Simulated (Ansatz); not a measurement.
# BeHg2 (built on the sites of a database entry of CaHg2): following an unstable mode, part 2 of 3

Wanted: the energy along a soft mode of BeHg2 (built on the sites of a database entry of CaHg2) and the structure at the end.

Ansatz 0.2.0; DFT LDA, scalar-relativistic, plane waves, norm-conserving pseudopotentials.

So far. Step 4 (The mode frozen in, largest atomic shift 0.6 Å): The run ends at a pressure of -0.32 GPa, with forces up to 0.23 eV/Å. Step 5 (Energy along the mode, all amplitudes (two of the runs …): The lowest of the steps tried is the last one, at 0.6 Å, 25.1 meV/atom below the parent; the bottom of the well need not coincide with a step.

The structure was built from a prototype and need not be the compound's stable phase.

## 6. Relaxation from the frozen mode

Starting from the lowest point found, all atoms and the cell are let go, so that strain and other modes of the same symmetry can join in.

Input file input.yaml:

```yaml
crystal:
  lattice:
    - [4.5874008262, 0.0, 0.0]
    - [2.2937004131, 3.9728056528, 0.0]
    - [0.0, 0.0, 6.4221099616]
  atoms:
    - { symbol: Be, position: [-0.0213470117, -0.1188063862, 0.5] }
    - { symbol: Be, position: [0.0213470117, 0.1188063862, 0.0] }
    - { symbol: Hg, position: [0.3163932184, 0.2390534469, 0.4999937127] }
    - { symbol: Hg, position: [0.3502734483, 0.4276132197, 0.9999937127] }
    - { symbol: Hg, position: [0.6836067816, 0.7609465531, 6.2873e-06] }
    - { symbol: Hg, position: [0.6497265517, 0.5723867803, 0.5000062873] }
kpoints:
  mp_grid: { grid: [9, 9, 6] }
hamiltonian:
  xc: lda
  pseudopotentials: { kind: nc }
scf:
  occupations: { method: methfessel_paxton, width: 0.2 }
output:
  forces: true
  stress: true
  eigenvalues: true
relax:
  adjacent_minimum: "off"
  f_tol: 0.002
  max_steps: 120
  cell: { stress_tol: 0.03 }
```

Command:

```bash
ansatz run input.yaml --threads 8 --pin off --max-ram 14336MiB --backend cpu --events-out ev --progress --plain --runs-dir out
```

Numbers of over 12 decimals in the logs are rounded to 6 here.

Output:

```text
[...]
Crystal: 6 atoms, lattice volume = 117.042 Å³
Basis set: ecut = 1197.300995 eV, 10987 PW (Γ)
Bands: 53, of which v1, the nominal top of the filled ones, is band 44 counted from 1 (43 counted from 0)
Symmetry: 4 space group operations
[...]
k-points: 164 of 486
[...]
SCF iter   1: F=—  HF=-18898.550637 eV  |F-HF|=—  |Δ(HF+E_count)|=         —  Δρ=5.21e-2  dr2=5.10e0  ethr=3.10e-3  ⟨swp⟩=9.2  Hψ=39496  notcnv=0
[...]
SCF iter   8: F=-18896.952926 eV  HF=-18896.952926 eV  |F-HF|=1.86e-8  |Δ(HF+E_count)|=   5.07e-8  S|Δr|=    0.00e0  Δρ=6.14e-6  dr2=4.86e-8  ethr=1.14e-10  ⟨swp⟩=15.0  Hψ=52462  notcnv=0
SCF 1 converged in 8 iterations: F = -18896.952926 eV  dr2 = 4.86e-8
relax step   1: F+E_penalty+E_count = -18896.95292630 eV  Δ(F+E_penalty+E_count) = +0.000e0 eV  max|allowed force component| = 1.725e-1 eV/Å  Δτ_max = 0.0000 Å  P = -0.319 GPa  Ω = 117.042 Å³  (8 SCF iters, dr2 threshold 1.00e-7 eV, accepted)
Crystal: 6 atoms, lattice volume = 111.966 Å³
Basis set: ecut = 1197.300995 eV, 10493 PW (Γ)
[...]
SCF iter   6: F=-18897.091398 eV  HF=-18897.091399 eV  |F-HF|=1.04e-7  |Δ(HF+E_count)|=   3.68e-7  S|Δr|=    0.00e0  Δρ=1.49e-5  dr2=3.00e-7  ethr=6.82e-10  ⟨swp⟩=9.2  Hψ=49512  notcnv=0
SCF 2 converged in 6 iterations: F = -18897.091398 eV  dr2 = 3.00e-7
relax step   2: F+E_penalty+E_count = -18897.09139847 eV  Δ(F+E_penalty+E_count) = -1.385e-1 eV  max|allowed force component| = 1.425e-1 eV/Å  Δτ_max = 0.0901 Å  P = +0.217 GPa  Ω = 111.966 Å³  energy of the carried Pulay correction = +2.977e-4 eV  (6 SCF iters, dr2 threshold 6.00e-7 eV, accepted)
Crystal: 6 atoms, lattice volume = 108.944 Å³
Basis set: ecut = 1197.300995 eV, 10175 PW (Γ)
[...]
SCF iter   7: F=-18897.198940 eV  HF=-18897.198940 eV  |F-HF|=2.34e-7  |Δ(HF+E_count)|=   1.22e-6  S|Δr|=    0.00e0  Δρ=2.93e-5  dr2=3.37e-7  ethr=6.82e-10  ⟨swp⟩=7.2  Hψ=54979  notcnv=0
SCF 3 converged in 7 iterations: F = -18897.198940 eV  dr2 = 3.37e-7
relax step   3: F+E_penalty+E_count = -18897.19893999 eV  Δ(F+E_penalty+E_count) = -1.075e-1 eV  max|allowed force component| = 6.397e-2 eV/Å  Δτ_max = 0.1950 Å  P = -0.493 GPa  Ω = 108.944 Å³  energy of the carried Pulay correction = +4.813e-4 eV  (7 SCF iters, dr2 threshold 6.00e-7 eV, accepted)
[... from here on, the SCF cycles and remarks between the steps are left out ...]
relax step   4: F+E_penalty+E_count = -18897.20828404 eV  Δ(F+E_penalty+E_count) = -9.344e-3 eV  max|allowed force component| = 9.880e-2 eV/Å  Δτ_max = 0.1906 Å  P = +1.763 GPa  Ω = 105.153 Å³  energy of the carried Pulay correction = +7.187e-4 eV  (8 SCF iters, dr2 threshold 6.00e-7 eV, accepted)
relax step   5: F+E_penalty+E_count = -18897.22088722 eV  Δ(F+E_penalty+E_count) = -1.260e-2 eV  max|allowed force component| = 1.519e-2 eV/Å  Δτ_max = 0.0456 Å  P = -0.375 GPa  Ω = 108.098 Å³  energy of the carried Pulay correction = +5.336e-4 eV  (6 SCF iters, dr2 threshold 6.00e-7 eV, accepted)
relax step   6: F+E_penalty+E_count = -18897.22213969 eV  Δ(F+E_penalty+E_count) = -1.252e-3 eV  max|allowed force component| = 3.573e-3 eV/Å  Δτ_max = 0.0132 Å  P = -0.009 GPa  Ω = 107.420 Å³  energy of the carried Pulay correction = +5.757e-4 eV  (5 SCF iters, dr2 threshold 4.44e-7 eV, accepted)
relax step   7: F+E_penalty+E_count = -18897.22217301 eV  Δ(F+E_penalty+E_count) = -3.332e-5 eV  max|allowed force component| = 7.051e-4 eV/Å  Δτ_max = 0.0038 Å  P = +0.000 GPa  Ω = 107.397 Å³  energy of the carried Pulay correction = +5.771e-4 eV  (7 SCF iters, dr2 threshold 4.38e-9 eV, accepted)
relax step   8: F+E_penalty+E_count = -18897.22218726 eV  Δ(F+E_penalty+E_count) = -1.425e-5 eV  max|allowed force component| = 2.339e-3 eV/Å  Δτ_max = 0.0023 Å  P = +0.005 GPa  Ω = 107.378 Å³  energy of the carried Pulay correction = +5.783e-4 eV  (8 SCF iters, accepted)
relax step   9: F+E_penalty+E_count = -18897.22219778 eV  Δ(F+E_penalty+E_count) = -1.052e-5 eV  max|allowed force component| = 5.828e-3 eV/Å  Δτ_max = 0.0016 Å  P = -0.012 GPa  Ω = 107.390 Å³  energy of the carried Pulay correction = +5.776e-4 eV  (6 SCF iters, dr2 threshold 3.42e-10 eV, accepted)
relax step  10: F+E_penalty+E_count = -18897.22234174 eV  Δ(F+E_penalty+E_count) = -1.440e-4 eV  max|allowed force component| = 5.964e-4 eV/Å  Δτ_max = 0.0038 Å  P = -0.010 GPa  Ω = 107.278 Å³  energy of the carried Pulay correction = +5.846e-4 eV  (5 SCF iters, dr2 threshold 7.40e-9 eV, accepted)
relax step  11: F+E_penalty+E_count = -18897.22271440 eV  Δ(F+E_penalty+E_count) = -3.727e-4 eV  max|allowed force component| = 1.486e-2 eV/Å  Δτ_max = 0.0068 Å  P = +0.005 GPa  Ω = 107.153 Å³  energy of the carried Pulay correction = +5.924e-4 eV  (6 SCF iters, dr2 threshold 6.38e-9 eV, accepted)
relax step  12: F+E_penalty+E_count = -18897.22396237 eV  Δ(F+E_penalty+E_count) = -1.248e-3 eV  max|allowed force component| = 4.082e-2 eV/Å  Δτ_max = 0.0123 Å  P = +0.039 GPa  Ω = 106.886 Å³  energy of the carried Pulay correction = +6.091e-4 eV  (5 SCF iters, dr2 threshold 1.09e-7 eV, accepted)
relax step  13: F+E_penalty+E_count = -18897.19068513 eV  Δ(F+E_penalty+E_count) = +3.328e-2 eV  max|allowed force component| = 2.692e-1 eV/Å  Δτ_max = 0.0709 Å  P = +0.603 GPa  Ω = 104.881 Å³  energy of the carried Pulay correction = +7.360e-4 eV  (6 SCF iters, dr2 threshold 3.87e-7 eV, rejected (line search))
relax step  14: F+E_penalty+E_count = -18897.20742649 eV  Δ(F+E_penalty+E_count) = +1.654e-2 eV  max|allowed force component| = 2.571e-1 eV/Å  Δτ_max = 0.0954 Å  P = -0.232 GPa  Ω = 105.949 Å³  energy of the carried Pulay correction = +6.681e-4 eV  (10 SCF iters, rejected (line search))
relax step  15: F+E_penalty+E_count = -18897.22518330 eV  Δ(F+E_penalty+E_count) = -1.221e-3 eV  max|allowed force component| = 1.166e-2 eV/Å  Δτ_max = 0.0242 Å  P = -0.069 GPa  Ω = 106.715 Å³  energy of the carried Pulay correction = +6.199e-4 eV  (11 SCF iters, accepted)
relax step  16: F+E_penalty+E_count = -18897.22523371 eV  Δ(F+E_penalty+E_count) = -5.041e-5 eV  max|allowed force component| = 8.298e-3 eV/Å  Δτ_max = 0.0080 Å  P = +0.010 GPa  Ω = 106.564 Å³  energy of the carried Pulay correction = +6.293e-4 eV  (6 SCF iters, dr2 threshold 1.94e-8 eV, accepted)
relax step  17: F+E_penalty+E_count = -18897.22527783 eV  Δ(F+E_penalty+E_count) = -4.412e-5 eV  max|allowed force component| = 8.712e-4 eV/Å  Δτ_max = 0.0043 Å  P = +0.001 GPa  Ω = 106.596 Å³  energy of the carried Pulay correction = +6.274e-4 eV  (6 SCF iters, dr2 threshold 4.30e-9 eV, accepted)
[...]
SCF iter   6: F=-18897.225006 eV  HF=-18897.225006 eV  |F-HF|=3.64e-12  |Δ(HF+E_count)|=  7.28e-12  S|Δr|=    0.00e0  Δρ=7.88e-8  dr2=4.66e-12  ethr=1.00e-12  ⟨swp⟩=7.0  Hψ=44449  notcnv=0
SCF 18 converged in 6 iterations: F = -18897.225006 eV  dr2 = 4.66e-12
relax step  18: F+E_penalty+E_count = -18897.22500642 eV  Δ(F+E_penalty+E_count) = +2.714e-4 eV  max|allowed force component| = 8.564e-4 eV/Å  Δτ_max = 0.0000 Å  P = +0.005 GPa  Ω = 106.596 Å³  stress off target by 1.86e-2 GPa  SCF on the basis re-selected at this cell (its energy is not comparable with the rows above)  (6 SCF iters)
basis re-selected at this cell: Δ(F+E_penalty+E_count) = +2.714e-4 eV, ΔP = +0.004 GPa vs the last step (what re-selecting the basis moved, of the pressure what is left beyond the Pulay correction that the steps carried, after the strain that the cell walked since its last selection, with what the two solves' SCF thresholds leave and, on support functions, any second-order correction that the steps lacked; it is no measure of the basis error at this ecutwfc). The dense FFT grid was sized anew with the basis: this SCF ran on 54×54×72 points, the steps before it on 54×54×75, so part of this shift can come from that change (see relax.cell in the input reference). [rest of the remark cut]
SCF converged after 6 iterations
[...]
Free energy (F): -18897.225006 eV
[...]
Internal energy: -18897.226957 eV  (E = F + TS)
E sigma→0 (E₀):  -18897.225494 eV
Entropy (-TS):   0.001951 eV (0.325 meV/atom)
Fermi energy:    14.992654 eV
[...]
--- Forces (eV/Å), atoms counted from 1 ---
  atom   1  Be    -0.00005840    -0.00032472     0.00000000
  atom   2  Be     0.00005840     0.00032472    -0.00000000
  atom   3  Hg    -0.00085640     0.00028965    -0.00000000
  atom   4  Hg    -0.00058082     0.00019742    -0.00000000
  atom   5  Hg     0.00085640    -0.00028965     0.00000000
  atom   6  Hg     0.00058082    -0.00019742     0.00000000
  max |Σ_I F_I| component: 2.17e-19 eV/Å
--- Stress (GPa, compression-positive) ---
        0.013903       0.007600      -0.000000
        0.007600       0.006126       0.000000
       -0.000000       0.000000      -0.003938
  P = ⅓ Tr σ = 0.0054 GPa (0.054 kbar)
--- Band table (eV; the first three rows and the last of 164) ---
  k-point 0: bands = [... 40 lower, 11.0590, 15.2213, 15.7843, 16.3192, 16.4075, 16.4974, 16.6031, 18.6619, ... 5 higher]
  k-point 1: bands = [... 40 lower, 12.6950, 15.3667, 15.8813, 16.3907, 16.5862, 16.5863, 16.7048, 18.1969, ... 5 higher]
  k-point 2: bands = [... 40 lower, 14.7396, 15.7763, 16.1740, 16.5703, 16.8467, 16.9960, 17.0876, 17.4222, ... 5 higher]
  k-point 163: bands = [... 40 lower, 9.4931, 9.4931, 12.8444, 12.8444, 17.1141, 17.1141, 18.4055, 18.4055, ... 5 higher]
--- Relaxed structure (17 steps of the walk, 15 accepted, 1 SCFs on fresh bases) ---
  F+E_penalty+E_count = -18897.22500642 eV   max|allowed force component| = 8.564e-4 eV/Å   (the final SCF, on the basis selected at the relaxed cell)
  cell:  # Å, volume = 106.5956 Å³
    - [4.705186, -0.102009, 0]
    - [2.264250, 3.922767, 0]
    - [0, 0, 5.703860]
  atoms:
    - { symbol: Be, position: [-4.184697883781452e-5, -0.193822, 0.500000] }
    - { symbol: Be, position: [4.184697883781452e-5, 0.193822, 0] }
    - { symbol: Hg, position: [0.323554, 0.139133, 0.5] }
    - { symbol: Hg, position: [0.323500, 0.537281, 1.000000] }
    - { symbol: Hg, position: [0.676446, 0.860867, 3.621065849512134e-17] }
    - { symbol: Hg, position: [0.676500, 0.462719, 0.500000] }
```

Elapsed: 11 min, on 8 threads of Arm Neoverse V1, shared host; peak memory 3.1 GiB; 87 min of CPU time.

Relaxation path:

```tsv
step	energy less that of the first step (eV)	largest force component (eV/Å)	pressure (GPa)	volume (Å³)
1	0.0000	0.1725	-0.32	117.04
2	-0.1385	0.1425	0.22	111.97
3	-0.2460	0.0640	-0.49	108.94
4	-0.2554	0.0988	1.76	105.15
5	-0.2680	0.0152	-0.38	108.10
6	-0.2692	0.0036	-0.01	107.42
7	-0.2692	0.0007	0.00	107.40
8	-0.2693	0.0023	0.01	107.38
9	-0.2693	0.0058	-0.01	107.39
10	-0.2694	0.0006	-0.01	107.28
11	-0.2698	0.0149	0.01	107.15
12	-0.2710	0.0408	0.04	106.89
13	-0.2378	0.2692	0.60	104.88
14	-0.2545	0.2571	-0.23	105.95
15	-0.2723	0.0117	-0.07	106.71
16	-0.2723	0.0083	0.01	106.56
17	-0.2724	0.0009	0.00	106.60
18*	-0.2721	0.0009	0.01	106.60
```

Relaxation steps marked * repeat the geometry before them on a plane-wave basis chosen anew for their cell, so energy and pressure can jump there. Relaxation steps 13, 14 were tried and not accepted.

Forces are held to the 4 operations that the run works with; a distortion that breaks them can't arise in this run.

```tsv
cell as run	before	after	change
a (Å)	4.587	4.706	+2.6 %
b (Å)	4.587	4.529	-1.3 %
c (Å)	6.422	5.704	-11.2 %
γ (°)	60.00	61.25	+2.1 %
volume (Å³/atom)	19.51	17.77	-8.9 %
```

The atoms that moved most (Å, as changes of fractional coordinates times the final cell):

```tsv
atom	dx	dy	dz	length
Hg4	0.122	0.433	0.000	0.450
Hg6	-0.122	-0.433	0.000	0.450
Hg5	0.193	0.393	0.000	0.437
Hg3	-0.193	-0.393	0.000	0.437
Be1	-0.070	-0.296	0.000	0.305
Be2	0.070	0.296	0.000	0.305
```

The relaxed structure:

```xyz
6
Lattice="4.7052 -0.1020 0.0000 2.2643 3.9228 0.0000 0.0000 0.0000 5.7039" Properties=species:S:1:pos:R:3 pbc="T T T"
Be   -0.4391   -0.7603    2.8519
Be    0.4391    0.7603    0.0000
Hg    1.8374    0.5128    2.8519
Hg    2.7387    2.0746    5.7039
Hg    5.1320    3.3080    0.0000
Hg    4.2308    1.7461    2.8519
```

Numbers from this step:

| Property | Result |
| --- | --- |
| pressure | 0.005364 GPa |
| volume per atom | 17.77 Å³ |

The distorted start has space group P2_1/m; the relaxation ends in Cmcm.

## 7. The new phase in its own primitive cell

The relaxed structure is symmetrised, reduced to its primitive cell and relaxed tightly, as its phonons need.

input.yaml, the sections that differ from step 6:

```yaml
crystal:
  lattice:
    - [4.1260581633, -2.2646707442, 0.0]
    - [4.1260581633, 2.2646707442, 0.0]
    - [0.0, 0.0, 5.7038600901]
  atoms:
    - { symbol: Be, position: [0.1938221408, 0.8061778592, 0.75] }
    - { symbol: Be, position: [0.8061778592, 0.1938221408, 0.25] }
    - { symbol: Hg, position: [0.8608667121, 0.4627287976, 0.75] }
    - { symbol: Hg, position: [0.4627287976, 0.8608667121, 0.25] }
    - { symbol: Hg, position: [0.1391332879, 0.5372712024, 0.25] }
    - { symbol: Hg, position: [0.5372712024, 0.1391332879, 0.75] }
kpoints:
  mp_grid: { grid: [10, 10, 6] }
relax:
  adjacent_minimum: "off"
  f_tol: 0.001
  max_steps: 60
  cell: { stress_tol: 0.01 }
# hamiltonian, scf, output: as in step 6
```

Output:

```text
[...]
Crystal: 6 atoms, lattice volume = 106.596 Å³
Basis set: ecut = 1197.300995 eV, 10015 PW (Γ)
Bands: 53, of which v1, the nominal top of the filled ones, is band 44 counted from 1 (43 counted from 0)
Symmetry: 8 space group operations
[...]
k-points: 124 of 600
[...]
cell:  # Å, volume = 107.2314 Å³
    - [4.023194, -2.318275, 0.0]
    - [4.023194, 2.318275, 0.0]
    - [0.0, 0.0, 5.748522]
  atoms:
    - { symbol: Be, position: [0.190593, 0.809407, 0.75] }
    - { symbol: Be, position: [0.809407, 0.190593, 0.25] }
    - { symbol: Hg, position: [0.863993, 0.467065, 0.75] }
    - { symbol: Hg, position: [0.467065, 0.863993, 0.25] }
    - { symbol: Hg, position: [0.136007, 0.532935, 0.25] }
    - { symbol: Hg, position: [0.532935, 0.136007, 0.75] }
[key lines of the parts left out:]
SCF converged after 5 iterations
Free energy (F): -18897.215378 eV
Fermi energy:    14.885611 eV
P = ⅓ Tr σ = -0.0000 GPa (-0.000 kbar)
```

Wall time 7.2 min (8 threads); peak memory 2.4 GiB.

The steps of the relaxation:

```tsv
step	energy less that of the first step (eV)	largest force component (eV/Å)	pressure (GPa)	volume (Å³)
1	0.0000	0.0055	0.10	106.60
2	-0.0007	0.0252	0.00	106.56
3	-0.0011	0.0105	-0.03	106.56
4	-0.0013	0.0033	0.00	106.48
5	-0.0014	0.0030	-0.02	106.54
6	-0.0015	0.0018	-0.03	106.65
7	-0.0015	0.0003	0.00	106.63
8	-0.0015	0.0011	0.00	106.65
9	-0.0016	0.0025	0.03	106.78
10	0.0294	0.0267	0.84	107.72
11	-0.0021	0.0093	-0.04	107.02
12	-0.0025	0.0139	-0.02	107.17
13	-0.0024	0.0067	0.02	107.35
14	-0.0027	0.0012	0.00	107.19
15	-0.0027	0.0032	-0.01	107.26
16	-0.0027	0.0006	0.00	107.21
17*	-0.0029	0.0006	0.01	107.21
18	-0.0029	0.0000	0.00	107.23
19*	-0.0029	0.0000	0.00	107.23
```

Relaxation steps marked * repeat the geometry before them on a plane-wave basis chosen anew for their cell, so energy and pressure can jump there. Relaxation steps 10, 13, 15 were tried and not accepted.

Forces are held to the 8 operations that the run works with; a distortion that breaks them can't arise in this run.

```tsv
conventional cell, symmetrised	before	after	change
a (Å)	8.252	8.046	-2.5 %
b (Å)	4.529	4.637	+2.4 %
c (Å)	5.704	5.749	+0.8 %
volume (Å³/atom)	17.77	17.87	+0.6 %
```

The atoms that moved most (Å, as changes of fractional coordinates times the final cell):

```tsv
atom	dx	dy	dz	length
Hg3	0.030	0.003	0.000	0.030
Hg4	0.030	-0.003	0.000	0.030
Hg5	-0.030	-0.003	0.000	0.030
Hg6	-0.030	0.003	0.000	0.030
Be1	0.000	0.015	0.000	0.015
Be2	0.000	-0.015	0.000	0.015
```

Final coordinates:

```xyz
6
Lattice="4.0232 -2.3183 0.0000 4.0232 2.3183 0.0000 0.0000 0.0000 5.7485" Properties=species:S:1:pos:R:3 pbc="T T T"
Be    4.0232    1.4346    4.3114
Be    4.0232   -1.4346    1.4371
Hg    5.3551   -0.9202    4.3114
Hg    5.3551    0.9202    1.4371
Hg    2.6913    0.9202    1.4371
Hg    2.6913   -0.9202    4.3114
```

This step gave:

```
pressure        : -1.12e-5 GPa
volume per atom : 17.87 Å³
```

The largest force component left is 0.040 meV/Å and the pressure is 0.000 GPa, within the tolerances set. The cell now holds 17.87 Å³/atom.

(Part 2 of 3 ends here.)

[Logs are printed without paths, hosts, clocks, repeated set-up lines and the standing remarks that a program may print on its own settings, such as how far it seeks lower states.]

[Hosts, paths, dates, database ids (printed as entryN), source tags and the programs' standing remarks are cut or masked in the printed files.]
